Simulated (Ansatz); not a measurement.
## PtSe2 (1T monolayer): a many-body input that goes wrong, and its mend

Aim: the G0W0 gap of PtSe2 (1T monolayer). The first input has a fault.

Method: G0W0 on PBE, plane waves, PAW, in Ansatz 0.2.0.

### Step 1. Starting point

The cell holds 3 atoms: 1 Pt and 2 Se. Its edges and angles: a = 3.750 Å, b = 3.750 Å, c = 28.400 Å, α = 90.0°, β = 90.0°, γ = 120.0°. Vacuum lies along c.

Structure file:

```cif
data_structure
_symmetry_space_group_name_H-M 'P 1'
_symmetry_Int_Tables_number 1
_cell_length_a 3.7505
_cell_length_b 3.7505
_cell_length_c 28.4000
_cell_angle_alpha 90.000
_cell_angle_beta 90.000
_cell_angle_gamma 120.000
_cell_volume 345.96
loop_
_atom_site_label
_atom_site_type_symbol
_atom_site_fract_x
_atom_site_fract_y
_atom_site_fract_z
_atom_site_occupancy
Pt1 Pt 0.00000 0.00000 0.50000 1
Se2 Se 0.33333 0.66667 0.54597 1
Se3 Se 0.66667 0.33333 0.45403 1
```

The structure was relaxed with PBE. The runs that relaxed it are not among those shown. Spin-orbit coupling is left out unless a step names it. The default PAW set here is soft_2. Its files were made with PBE. The Coulomb interaction is cut off across the vacuum.

### Step 2. First try

input.yaml

```yaml
crystal:
  lattice:
    - [3.7504907858, 0.0, 0.0]
    - [-1.8752453929, 3.2480202972, 0.0]
    - [0.0, 0.0, 28.4]
  atoms:
    - { symbol: Pt, position: [0.0, 0.0, 0.5] }
    - { symbol: Se, position: [0.3333333333, 0.6666666667, 0.5459659458] }
    - { symbol: Se, position: [0.6666666667, 0.3333333333, 0.4540340542] }
  periodic: [true, true, false]
kpoints:
  mp_grid: { grid: [6, 6, 1] }
hamiltonian:
  xc: pbe
scf:
  occupations: { method: fixed }
gw:
  n_empty_bands: 365
  ecut_chi: 60
  qp_bands: [v2, c2]
  qp_kpoints: [[0.137, 0.291, 0]]
  screening: { model: contour_deformation }
```

Launch:

```console
ansatz run input.yaml --threads 3 --pin off --max-ram 92160MiB --backend cpu --events-out ev --progress --plain --runs-dir out
```

Numbers of over 12 decimals in the logs are rounded to 6 here.

What it wrote:

```text
Error: invalid value for `gw.qp_kpoints`: the listed point [0.137, 0.291, 0.0] is no point of the k-mesh [6, 6, 1] (kpoints.mp_grid); the nearest is [0.166667, 0.333333, 0.0]
```

Run time: 0.09 s. Hardware: 3 threads of AMD EPYC 7R13 (Zen 3), shared host; peak memory 0.1 GiB.

**Diagnosis.**

The program refused the input before any cycle.

The fault: point off the mesh. Quasiparticle levels are computed on points of the mesh alone.

### Step 3. A better input

Now the one-shot GW correction: screening in the RPA, then the self-energy of the levels asked for.

Edit input.yaml of step 2 so:

```diff
@@ -17,6 +17,6 @@
 gw:
-  n_empty_bands: 365
-  ecut_chi: 60
+  n_empty_bands: 421
+  ecut_chi: 66.0
   qp_bands: [v2, c2]
-  qp_kpoints: [[0.137, 0.291, 0]]
+  qp_kpoints: band_edges
   screening: { model: contour_deformation }
```

Launch:

```console
ansatz run input.yaml --threads 3 --pin off --max-ram 92160MiB --backend cuda --events-out ev --progress --plain --runs-dir out --devices 1 --max-vram 13GiB
```

What it wrote:

```text
GPUs: using 1 of 1 available (devices: 1).
[...]
device memory: the entry about to start is reckoned to put 3.0 GiB on a device that reports 36.2 GiB free (of which the cap on the GPU budget leaves the run 13.0 GiB)
GPU FFT provider: cuFFT
GPU libraries: cuBLAS 13.8.2, cuFFT 12.4.0, cuSOLVER 12.3.4
Crystal: 3 atoms, lattice volume = 345.959 Å³
Basis set: ecut = 420 eV, 6803 PW (Γ)
Bands: 30, of which v1, the nominal top of the filled ones, is band 25 counted from 1 (24 counted from 0)
Symmetry: 12 space group operations
[...]
k-points: 7 of 36
[...]
GPU buffer pool allocated for 139968 grid points (all kernels)
GPU transforms: local potential and band sums: pruned to the plane-wave sphere, on 25×25×192
[...]
SCF iter   1: F=—  HF=-23462.364194 eV  |F-HF|=—  |Δ(HF+E_count)|=         —  Δρ=1.38e-3  dr2=6.61e-3  ethr=1.77e-3  ⟨swp⟩=6.6  Hψ=900  notcnv=0  defer=21
[...]
0    24     -5.7466   -17.5991     1.3286   -15.9985  0.7102    -6.0214    -6.0185  root
     0    25     -5.7466   -17.5991     1.3286   -15.9985  0.7102    -6.0214    -6.0185  root
     0    26     -2.7844   -17.0472    -2.9482   -20.5968  0.6750    -2.1595    -2.1831  root
     0    27     -2.7844   -17.0472    -2.9482   -20.5968  0.6750    -2.1595    -2.1831  root
     1    24     -5.8684   -17.5969     1.6750   -15.5869  0.7008    -6.2083    -6.2034  root
     1    25     -5.8192   -19.4455     1.7581   -17.4121  0.7099    -6.0974    -6.0944  root
     1    26     -4.0743   -16.1093    -2.4322   -19.0849  0.7182    -3.5188    -3.5309  root
     1    27     -3.0912   -16.3841    -2.9704   -19.9503  0.6881    -2.4666    -2.4952  root
[...]
6    24     -6.6770   -25.1476     3.4833   -21.3767  0.6841    -6.9692    -6.9647  root
     6    25     -6.6770   -25.1476     3.4833   -21.3767  0.6841    -6.9692    -6.9647  root
     6    26     -3.9179   -15.7898    -2.8387   -19.1964  0.7064    -3.3351    -3.3500  root
     6    27     -3.9179   -15.7898    -2.8387   -19.1964  0.7064    -3.3351    -3.3500  root
[key lines of the parts left out:]
SCF converged after 6 iterations
Free energy (F): -23462.358992 eV
Fermi energy:    -5.746598 eV
```

The job ended after 23 s (1 × NVIDIA H100 80GB HBM3 (shared by 6 runs) with 3 threads; peak memory 1.7 GiB).

In the SCF lines HF is the Harris–Foulkes energy and dr2 the Hartree energy of the density residual, in eV; the loop may stop once dr2 is under the threshold and the program's other checks hold. Hψ counts applications of the Hamiltonian.

Numbers from this step:

```
bands summed                                 : 446
plane waves in the screening matrix          : 451
q-points in the mesh                         : 36
G0W0 gap on the mesh                         : 2.488 eV
k of the valence top                         : 0, 0, 0
k of the conduction bottom                   : 0, 0.1667, 0
starting gap on the mesh                     : 1.672 eV
Z at the valence top                         : 0.7102
Z at the conduction bottom                   : 0.7182
least direct G0W0 gap on the computed points : 2.564 eV
```

The gap on the mesh goes from 1.67 eV to 2.49 eV, a correction of +0.82 eV. Between the two edge states, bare exchange in place of the xc potential would open the gap by 4.58 eV, and correlation takes back 3.76 eV.

### Step 4. Outcome

| Quantity | Value |
| --- | --- |
| first try | refused after 0.09 s |
| better run | G0W0 gap on the mesh 2.49 eV (6×6×1 mesh, 421 empty bands, screening to 66 eV) |

What this shows: The second run differs in: empty bands, screening cutoff (eV) and points asked. Bands and cutoff are finite, so the gap is not at the basis limit. The miss can reach some tenths of an eV and take either sign; the mesh is an error of its own. The mesh in the plane is coarse for a sheet; gap and any exciton binding can still move on denser ones. The runs have no spin polarisation. For a closed low-spin shell that is the natural state; where a d or f shell is open it is a constraint, and the gap is then not the crystal's own. With d states at the gap, one-shot GW leans hard on its start. The many-body steps are scalar-relativistic: spin-orbit coupling is not in them.

[Paths, hosts, dates, memory and timing lines, banners, echoed tables and standing remarks are left out of the program output.]

[Logs are printed without paths, hosts, clocks, repeated set-up lines and the standing remarks that a program may print on its own settings, such as how far it seeks lower states.]

[Runs of the session that timed out or met a known fault of the program may be left out.]

[Cells called generated may have been cut or substituted from an entry of the Crystallography Open Database or the Materials Project.]

[Hosts, paths, dates, database ids (printed as entryN), source tags and the programs' standing remarks are cut or masked in the printed files.]
